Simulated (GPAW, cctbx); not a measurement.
# Bonding in TlPtAu as X-rays see it

Aim: compute the bonding part of the density of TlPtAu, find which reflections carry it, and see how it biases an ordinary refinement.

The cell comes from substitution in a known structure type and wasn't matched to any measured phase. All numbers below are calculated.

## Step 1: Find the equilibrium geometry

The density hangs on the geometry, so cell and atoms are relaxed first, with the symmetry held. The cutoff is set higher than for the density because stress converges slowly with plane waves.

Settings: GPAW 26.7.0, PBE, 570 eV, 5×3×3 k-points (along the axes of the calculation cell), Fermi–Dirac width 0.1 eV, BFGS to 0.03 eV/Å.

```text
cell
1.0
     0.000000000    0.000000000    4.046000000
     7.039000000    0.000000000    0.000000000
    -3.519500000    6.095952817    0.000000000
Tl Au Pt
3 3 3
Direct
0.000000000 0.000000000 0.237500005
0.000000000 0.762499995 0.762499995
0.000000000 0.237500005 0.000000000
0.000000000 0.666666667 0.333333333
0.000000000 0.333333333 0.666666667
0.500000000 0.000000000 0.000000000
0.500000000 0.000000000 0.586600005
0.500000000 0.413399995 0.413399995
0.500000000 0.586600005 0.000000000
```

```console
$ OMP_NUM_THREADS=1 mpirun -n 4 gpaw python run.py > gpaw.log
```

```text
BFGS:    0      -31.981613        3.942611
BFGS:    1      -32.590562        2.596793
BFGS:    2      -33.217142        1.030311
BFGS:    3      -33.299856        0.988800
...
BFGS:   30      -34.990111        0.071872
BFGS:   31      -34.991878        0.030417
BFGS:   32      -34.992187        0.010999
cell  3.1753 7.9665 7.9665  120.00 90.00 90.00
volume 174.524 A^3, largest force 0.010 eV/A, largest stress 0.05 GPa
```

The cell moved far, while the k-mesh and basis were chosen for the start, so the final shape may be somewhat biased.

After 32 steps the volume has changed by +0.5 % and the energy by -3.011 eV; the largest stress left is 0.05 GPa. It took 16 min on 4 cores of Intel(R) Xeon(R) CPU @ 2.80GHz (Skylake/Cascade Lake) (shared host), peak memory 1.6 GiB.

Relaxed structure: P-62m (no. 189), a = 7.9665 Å, b = 7.9665 Å, c = 3.1753 Å, α = 90.00°, β = 90.00°, γ = 120.00°.

| atom | mult. | x | y | z |
| --- | --- | --- | --- | --- |
| Tl1 | 3 | 0 | 0.3027 | 0 |
| Au1 | 2 | 2/3 | 1/3 | 0 |
| Au2 | 1 | 0 | 0 | 1/2 |
| Pt1 | 3 | 0 | 0.6292 | 1/2 |

## Step 2: The all-electron density

X-rays see the whole electron density, so the PAW density is rebuilt with its core regions. Subtracting spherical free atoms from the same code cancels the cores and leaves the deformation density Δρ, the part due to bonding.

Settings: PBE, 450 eV, 7×4×4 k-points (along the axes of the calculation cell), Fermi–Dirac width 0.1 eV; primitive cell of 9 atoms.

```console
$ OMP_NUM_THREADS=1 mpirun -n 4 gpaw python run.py > gpaw.log
```

```text
|iter:   1|       0s |  -36.824145 | +0.10 |       |
|iter:   2|       2s |  -36.306588 | -1.79 | -1.26 |
|iter:   3|       5s |  -35.095560 | -1.33 | -1.30 |
...
|iter:  10|      21s |  -34.686714c| -6.15 | -4.35c|
|iter:  11|      23s |  -34.686713c| -6.77 | -4.65c|
|iter:  12|      25s |  -34.686714c| -7.59c| -5.15c|
```

```text
grid (32, 80, 80)  electrons 714.000  moved by bonding 1.931 e
deformation density beyond 0.5 A of the nuclei: max 0.040, min -0.174 e/A^3
atom        x       y       z   Voronoi charge  moment
Tl1    0.0000  0.0000  0.3027      0.084       0.00
Tl2    0.0000  0.6973  0.6973      0.084       0.00
Tl3    0.0000  0.3027  0.0000      0.084       0.00
Au4    0.0000  0.6667  0.3333      0.055       0.00
Au5    0.0000  0.3333  0.6667      0.055       0.00
Au6    0.5000  0.0000  0.0000      0.018       0.00
Pt7    0.5000  1.0000  0.6292     -0.126       0.00
Pt8    0.5000  0.3708  0.3708     -0.126       0.00
Pt9    0.5000  0.6292  0.0000     -0.126       0.00
mean inner potential of superposed free atoms 27.989 V
total magnetic moment 0.000 muB
```

Deformation density in a plane through the shortest contact of the Tl atom at the origin, in 0.01 e/Å³ (clipped at ±99); x from -1.6 to 4.4 Å, y from 2.4 down to -2.4 Å:

```text
-11   .   . -10  -4   2   3   3   3   2   2   0  -5   0   .   .
 -8 -11 -11  -6   0   2   3   3   3   3   2   1  -3  -3   5   5
 -1  -3   0   2   3   3   2   2   3   3   3   3   2  -3  -6  -6
  2   2   3   2   1   0   1   2   3   2   1   1   3   3   1   0
  3   2  -1  -5  -6  -7  -2   2   2  -1  -7  -8  -3   1   3   2
  2   0  -6   1   .   2  -6   1   2  -5  -9   . -10  -6   1   3
  1  -2  -5   .   .   .  -5   2   3  -6   .   .   .  -9   0   3
  0  -1  -6   0   .   1  -5   2   3  -5  -8   . -11  -5   1   3
  1   0  -2  -5  -5  -6  -2   2   2  -1  -7  -8  -3   2   3   2
  1   1   1   0  -2  -1   1   2   3   2   1   1   3   3   1   0
  1   2   2   1   0   1   2   2   3   3   3   3   2  -3  -5  -5
  2   2   1   1   1   1   2   2   3   3   2   2  -3  -4   5   1
  1   2   2   1   1   1   2   2   3   2   2   1  -5   0   .   .
```

Atoms in or within 0.15 Å of the plane: Tl (0.0, 0.0), Tl (4.2, 2.4), Tl (4.2, -2.4), Au (2.8, 0.0) Å. Dots mark points within about 0.45 Å of a nucleus; large values next to them are atomic features.

Pt gains most (-0.13 e) and Tl loses most (+0.08 e), in averages over each element's sites, which isn't the order of electronegativity: valence and coordination count too, and Voronoi cells cut space at the midplane whatever the atoms' sizes. Along the shortest contact from the Tl atom at the map's origin, Tl–Au at 2.79 Å, Δρ is +0.03 e/Å³ at the midpoint: little piles up between the atoms, as is usual in a metallic crystal, which this run finds. At the midpoints of other shortest contacts it is +0.03 (Au–Pt, 2.95 Å), +0.03 (Tl–Pt, 3.05 Å), 0.00 (Tl–Tl, 3.17 Å) and +0.01 (Au–Au, 3.17 Å) e/Å³. Point values carry grid noise of about 0.01 e/Å³. The run needed 12 iterations, 42 s.

## Step 3: Structure factors

The Fourier components of Δρ, added to those of the free atoms, give the static X-ray structure factors; the Mott–Bethe relation turns them into the Fourier components V of the potential that fast electrons feel.

```text
static structure factors of the conventional cell: F in electrons, V (Mott-Bethe) in volts
   h  k  l      d  |F| table  |F| free   |F| DFT   change   |V| free  |V| DFT  change %
   1  0  0  6.8992     1.116     1.116     1.148    0.032     0.028    0.068    142.6
   1  1  0  3.9833    13.898    13.929    13.639   -0.290     0.526    0.622     18.2
   2  0  0  3.4496    21.076    21.036    21.083    0.047     0.659    0.644     -2.2
   0  0  1  3.1753    78.478    78.518    78.242   -0.276     2.511    2.584      2.9
   1  0  1  2.8845    88.335    88.268    88.043   -0.226     2.633    2.682      1.9
   2  1  0  2.6076   123.929   123.870   123.694   -0.175     3.667    3.698      0.9
   1  1  1  2.4829   340.169   339.998   339.571   -0.428     9.868    9.937      0.7
   2  0  1  2.3362   229.599   229.468   229.038   -0.430     6.463    6.525      1.0
   3  0  0  2.2997   541.494   541.190   540.187   -1.003    15.171   15.310      0.9
   2  1  1  2.0152   145.865   145.756   145.483   -0.273     3.849    3.878      0.8
   2  2  0  1.9916    36.577    36.544    36.428   -0.116     0.938    0.951      1.3
   3  1  0  1.9135   114.819   114.723   114.560   -0.163     2.973    2.989      0.5
   3  0  1  1.8625    77.805    77.812    77.925    0.112     1.948    1.938     -0.5
   4  0  0  1.7248    33.009    33.028    33.157    0.129     0.794    0.784     -1.3
```

The largest X-ray change is -1.00 e on 300, 0.2 % of |F|. For electrons V goes as (Z − F)/g², so a change of F counts against Z − F, which is small at low angle and wherever the atoms' terms cancel: |V| of 110 moves by +18.2 % (0.53 to 0.62 V) against -2.1 % in |F|. The tabulated Hartree–Fock atoms differ from the free DFT atoms by up to 0.30 e, so the choice of reference atom matters too.

## Step 4: How cheap can the run be?

Cutoff and k-mesh: one is changed at a time, to find what the result needs.

| run | ΔF 300 (e) | ΔF 201 (e) | ΔF 111 (e) | q(Pt) (e) | moved (e) | time |
| --- | --- | --- | --- | --- | --- | --- |
| 450 eV 7×4×4 | -1.003 | -0.430 | -0.428 | -0.126 | 1.931 | 42 s |
| 250 eV 7×4×4 | -1.060 | -0.451 | -0.477 | -0.120 | 2.227 | 21 s |
| 350 eV 7×4×4 | -1.013 | -0.434 | -0.437 | -0.126 | 1.901 | 31 s |
| 750 eV 7×4×4 | -1.002 | -0.433 | -0.424 | -0.123 | 1.934 | 87 s |
| 450 eV 2×1×1 | -0.987 | -0.356 | -0.411 | -0.119 | 1.866 | 19 s |
| 450 eV 4×2×2 | -0.997 | -0.426 | -0.436 | -0.123 | 1.902 | 25 s |

Within 0.02 e of the base on all three: 450 eV 4×2×2, 350 eV 7×4×4 and 750 eV 7×4×4; the cheapest takes 0.60 of the base's time. The largest error, 0.074 e, comes with 450 eV 2×1×1. The moved charge is off by up to 15 % among these runs. Times are from shared hosts.

## Step 5: What a spherical-atom refinement makes of it

Routine crystallography fits spherical atoms. To see the bias, intensities are simulated from tabulated atoms plus the DFT change ΔF, so that bonding alone can misfit (8000 reflections of the full sphere, merged to the counts below, to 0.45 Å, 0.5 % proportional noise plus counting noise, assumed isotropic U as listed, Δρ smeared by the mean U) and refined with cctbx over different ranges.

| range | data | R1 | GooF | U Tl1 (true 0.0024) | U Au1 (true 0.0024) | U Au2 (true 0.0024) | U Pt1 (true 0.0024) | largest shift (Å) | Δρ max, min (e/Å³) |
| --- | --- | --- | --- | --- | --- | --- | --- | --- | --- |
| all data | 793 | 0.0036 | 0.97 | 0.0024 | 0.0024 | 0.0024 | 0.0024 | 0.0001 | 0.70, -0.84 |
| low resolution, d > 0.84 | 138 | 0.0024 | 0.87 | 0.0024 | 0.0024 | 0.0023 | 0.0024 | 0.0003 | 0.27, -0.28 |
| high order, d < 0.75 | 599 | 0.0040 | 0.98 | 0.0024 | 0.0024 | 0.0024 | 0.0024 | 0.0001 | 0.47, -0.66 |
| occupancies free, d > 0.7 | 235 | 0.0028 | 0.95 | 0.0025 | 0.0023 | 0.0023 | 0.0024 | 0.0002 | 0.31, -0.42 |

With all data GooF is 0.97, so at this noise the bonding hardly shows; the top residual peak lies 1.28 Å from Au and 1.89 Å from Au. No U is off by more than 3 s.u. at low resolution. With Tl1 held at 1 and the scale free, the other occupancies refine to Au1 0.997(0.002), Au2 0.998(0.002) and Pt1 0.998(0.002), within three s.u. of full.

## Step 6: Answer

Bonding moves 1.93 e in the primitive cell of TlPtAu and changes the structure factors of the conventional cell in the table above by at most 1.00 e (300, 0.2 %), and among reflections above 2 % of the strongest by up to 2.1 % (110). The shortest bond, Tl–Au, has Δρ = +0.03 e/Å³ at its midpoint, with no localised bond charge. Within 0.02 e of the base on all three: 450 eV 4×2×2, 350 eV 7×4×4 and 750 eV 7×4×4; the cheapest takes 0.60 of the base's time. The largest error, 0.074 e, comes with 450 eV 2×1×1. The moved charge is off by up to 15 % among these runs. With all data GooF is 0.97, so at this noise the bonding hardly shows. Limits: static density, frozen cores, no spin–orbit coupling.

[Outputs are excerpts: Python notices, other lines and further rows are left out; steps that failed or that the build refused (PBEsol, TPSS) are not shown.]

[Logs are printed without paths, hosts, clocks, repeated set-up lines and the standing remarks that a program may print on its own settings, such as how far it seeks lower states.]
